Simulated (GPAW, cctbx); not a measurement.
## How far are the atoms of Si with Sb on a Si site from free atoms?

Question: by how much does bonding change the X-ray structure factors of Si with Sb on a Si site, and what does a routine refinement make of it?

The cell is our own: Si with Sb on a Si site, neutral, in a cell of 16 atoms, repeated periodically, so this is a dense ordered array of defects; cell and atoms are relaxed. All numbers below are calculated.

## Step 1: Relax the structure

The density hangs on the geometry, so cell and atoms are relaxed first, with the symmetry held. The cutoff is set higher than for the density because stress converges slowly with plane waves.

Settings: GPAW 26.7.0, PBE, 570 eV, 2×2×2 k-points, Fermi–Dirac width 0.1 eV, spin-polarised, BFGS to 0.04 eV/Å.

```console
$ OMP_NUM_THREADS=1 mpirun -n 4 gpaw python run.py > gpaw.log
```

```text
BFGS:    0      -81.964344        3.043253
BFGS:    1      -82.436387        2.176045
BFGS:    2      -83.018637        0.381295
BFGS:    3      -83.047166        0.353479
...
BFGS:   10      -83.132197        0.075285
BFGS:   11      -83.133626        0.042505
BFGS:   12      -83.133925        0.010238
cell  7.8361 7.8361 7.8361  60.00 60.00 60.00
volume 340.241 A^3, largest force 0.006 eV/A, largest stress 0.02 GPa
```

After 12 steps the volume has changed by +3.9 % and the energy by -1.170 eV; the largest stress left is 0.02 GPa. It took 3.8 min on 4 cores of Intel(R) Xeon(R) 6975P-C (Granite Rapids) (shared host), peak memory 1.6 GiB.

Shortest distances after relaxation: Si–Si 2.358 Å, Sb–Si 2.580 Å, Sb–Sb 7.836 Å.

Relaxed structure: F-43m (no. 216), a = 11.0819 Å, b = 11.0819 Å, c = 11.0819 Å, α = 90.00°, β = 90.00°, γ = 90.00°.

```
atom  mult.       x       y       z
 Sb1      4       0       0       0
 Si1     16  0.1344  0.8656  0.8656
 Si2     24     1/4     1/4  0.5018
 Si3     16  0.1243  0.1243  0.6243
 Si4      4     1/2       0       0
```

## Step 2: Density and charge transfer

X-rays see the whole electron density, so the PAW density is rebuilt with its core regions. Subtracting spherical free atoms from the same code cancels the cores and leaves the deformation density Δρ, the part due to bonding.

Settings: PBE, 450 eV, 3×3×3 k-points, Fermi–Dirac width 0.1 eV, spin-polarised; supercell of 16 atoms.

```console
$ OMP_NUM_THREADS=1 mpirun -n 4 gpaw python run.py > gpaw.log
```

```text
|iter:   1|       0s |  -84.947150 | +0.32 |       |  +0.7931|
|iter:   2|       2s |  -84.954610 | -1.21 | -0.87 |  +0.7577|
|iter:   3|       3s |  -84.237200 | -1.36 | -0.89 |  +0.2655|
...
|iter:  10|      14s |  -84.240406c| -6.70 | -3.86 |  +0.0024|
|iter:  11|      16s |  -84.240406c| -7.24 | -4.33c|  +0.0012|
|iter:  12|      17s |  -84.240406c| -7.71c| -4.69c|  +0.0005|
```

```text
grid (80, 80, 80)  electrons 261.000  moved by bonding 4.423 e
deformation density beyond 0.5 A of the nuclei: max 0.188, min -0.095 e/A^3
```

Deformation density in a plane through the shortest contact of the Sb atom at the origin, in 0.01 e/Å³ (clipped at ±99); x from -1.6 to 4.2 Å, y from 2.4 down to -2.4 Å:

```text
 10   .   .   .  -8  -4  -2  -2  -2  -2  -2  -2  -2  -2  -2  -2
  7  -3   .  -3  -4  -2  -2  -2  -2  -2  -2  -2  -2  -2  -2  -2
  2  -1   3   7   6   1  -1  -2  -2  -2  -2  -2  -1  -2  -2  -2
  1   3   9  13   9   2  -1  -1  -1  -3  -3  -2  -1  -1  -1  -2
 -1   1   5   5   1  -2  -2   2   1  -3  -7  -5  -2  -1  -2  -1
 -2  -2  -2  -2   .  -4  -1   7   8  -1  -6   .  -5  -5  -3  -2
 -2  -4  -2   .   .   .  -2  10  12   2   .   .   .  -9  -4  -2
 -2  -3  -3  -3   .  -4   0   7   8   0  -4   .  -2  -3  -2  -2
 -2  -2  -2  -3  -2  -3  -2   2   2   0   3  11  13   6   1  -1
 -2  -1  -1  -2  -3  -3  -3  -1   0   1   7  17  17   8   2   1
 -2  -2  -1  -1  -2  -2  -2  -2  -1   0   3   7   7   0   0   6
 -2  -2  -2  -1  -2  -2  -2  -2  -2  -3  -5  -6   .   .   2  15
 -2  -2  -2  -1  -1  -2  -2  -2  -2  -3  -7  -8   .   .   3  15
```

Atoms in or within 0.15 Å of the plane: Sb (0.0, 0.0), Si (-0.9, 2.4), Si (2.6, 0.0), Si (3.2, -2.3) Å. Dots mark points within about 0.45 Å of a nucleus; large values next to them are atomic features.

Along the shortest contact from the Sb atom at the map's origin, Sb–Si at 2.58 Å, Δρ is +0.13 e/Å³ at the midpoint: a bond charge, the mark of covalency. At the midpoints of other shortest contacts it is +0.19 (Si–Si, 2.36 Å) e/Å³. Point values carry grid noise of about 0.01 e/Å³. The moments given at the start die out. The run needed 12 iterations, 33 s.

Voronoi charges that stand out: Sb1 +0.120, Si15 +0.013, Si8 +0.010, Si12 +0.010, Si14 +0.010, Si16 +0.010 e; medians by element: Sb +0.120, Si -0.014 e.

## Step 3: From the density to structure factors

The Fourier components of Δρ, added to those of the free atoms, give the static X-ray structure factors; the Mott–Bethe relation turns them into the Fourier components V of the potential that fast electrons feel.

```text
static structure factors of the conventional cell: F in electrons, V (Mott-Bethe) in volts
   h  k  l      d  |F| table  |F| free   |F| DFT   change   |V| free  |V| DFT  change %
   1  1  1  6.3981   130.276   130.229   129.817   -0.412     0.512    0.564     10.1
   0  2  0  5.5409   120.089   120.018   119.432   -0.587     0.370    0.431     16.4
   0  2  2  3.9180   139.149   139.107   138.806   -0.300     0.624    0.640      2.5
   1  3  1  3.3413   131.667   131.617   131.287   -0.330     0.544    0.557      2.3
   2  2  2  3.1991   578.982   580.252   586.717    6.464     5.609    5.383     -4.0
   0  4  0  2.7705   132.705   132.680   132.625   -0.055     0.554    0.556      0.3
   1  3  3  2.5424   142.166   142.171   142.017   -0.154     0.650    0.653      0.4
   0  4  2  2.4780   141.176   141.179   141.107   -0.073     0.632    0.633      0.2
   2  4  2  2.2621   123.743   123.732   123.598   -0.134     0.515    0.517      0.3
   3  3  3  2.1327    94.761    94.731    94.727   -0.004     0.333    0.336      0.8
   1  5  1  2.1327   144.966   144.973   144.959   -0.014     0.666    0.667      0.1
   0  4  4  1.9590   670.564   670.682   667.137   -3.545     4.663    4.709      1.0
   1  5  3  1.8732   100.218   100.203   100.386    0.183     0.297    0.295     -0.7
   2  4  4  1.8470    99.949    99.935   100.201    0.266     0.299    0.297     -0.9
```

The largest X-ray change is +6.46 e on 222, 1.1 % of |F|. For electrons V goes as (Z − F)/g², so a change of F counts against Z − F, which is small at low angle and wherever the atoms' terms cancel: |V| of 020 moves by +16.4 % (0.37 to 0.43 V) against -0.5 % in |F|. The last three rows still change by up to 3.54 e; the table stops while the angles are still low. The tabulated Hartree–Fock atoms differ from the free DFT atoms by up to 1.27 e, so the choice of reference atom matters too.

## Step 4: Refining ordinary atoms against data with bonding

Routine crystallography fits spherical atoms. To see the bias, intensities are simulated from tabulated atoms plus the DFT change ΔF, so that bonding alone can misfit (22218 reflections of the full sphere, merged to the counts below, to 0.4 Å, 0.5 % proportional noise plus counting noise, assumed isotropic U as listed, Δρ smeared by the mean U) and refined with cctbx over different ranges.

```csv
range,data,R1,GooF,U Sb1 (true 0.004),U Si1 (true 0.0063),U Si2 (true 0.0063),U Si3 (true 0.0063),largest shift (Å),"Δρ max, min (e/Å³)"
all data,1149,0.0044,1.10,0.0040,0.0063,0.0063,0.0063,0.0003,"0.22, -0.16"
"low resolution, d > 0.84",156,0.0039,1.78,0.0039,0.0061,0.0062,0.0061,0.0004,"0.12, -0.08"
"high order, d < 0.75",941,0.0047,0.95,0.0040,0.0063,0.0063,0.0063,0.0002,"0.17, -0.11"
"occupancies free, d > 0.7",248,0.0037,1.56,0.0040,0.0063,0.0063,0.0062,0.0001,"0.13, -0.09"
```

With all data GooF is 1.10, diluted by the many high-angle data; the misfit shows at low resolution; the top residual peak lies 0.89 Å from Si and 1.50 Å from Si. No U is off by more than 3 s.u. at low resolution. With Sb1 held at 1 and the scale free, the other occupancies refine to Si1 1.000(0.002), Si2 0.999(0.002), Si3 1.000(0.002) and Si4 1.002(0.003), within three s.u. of full.

## Step 5: Answer

Bonding moves 4.42 e in the primitive cell of Si with Sb on a Si site and changes the structure factors of the conventional cell in the table above by at most 6.46 e (222, 1.1 %). The bond at the defect, Sb–Si, has Δρ = +0.13 e/Å³ at its midpoint, a covalent bond charge. With all data GooF is 1.10, diluted by the many high-angle data. Limits: static density, frozen cores, no spin–orbit coupling; a small neutral cell, so defects interact.

[Outputs are excerpts: Python notices, other lines and further rows are left out; steps that failed or that the build refused (PBEsol, TPSS) are not shown.]

[Logs are printed without paths, hosts, clocks, repeated set-up lines and the standing remarks that a program may print on its own settings, such as how far it seeks lower states.]
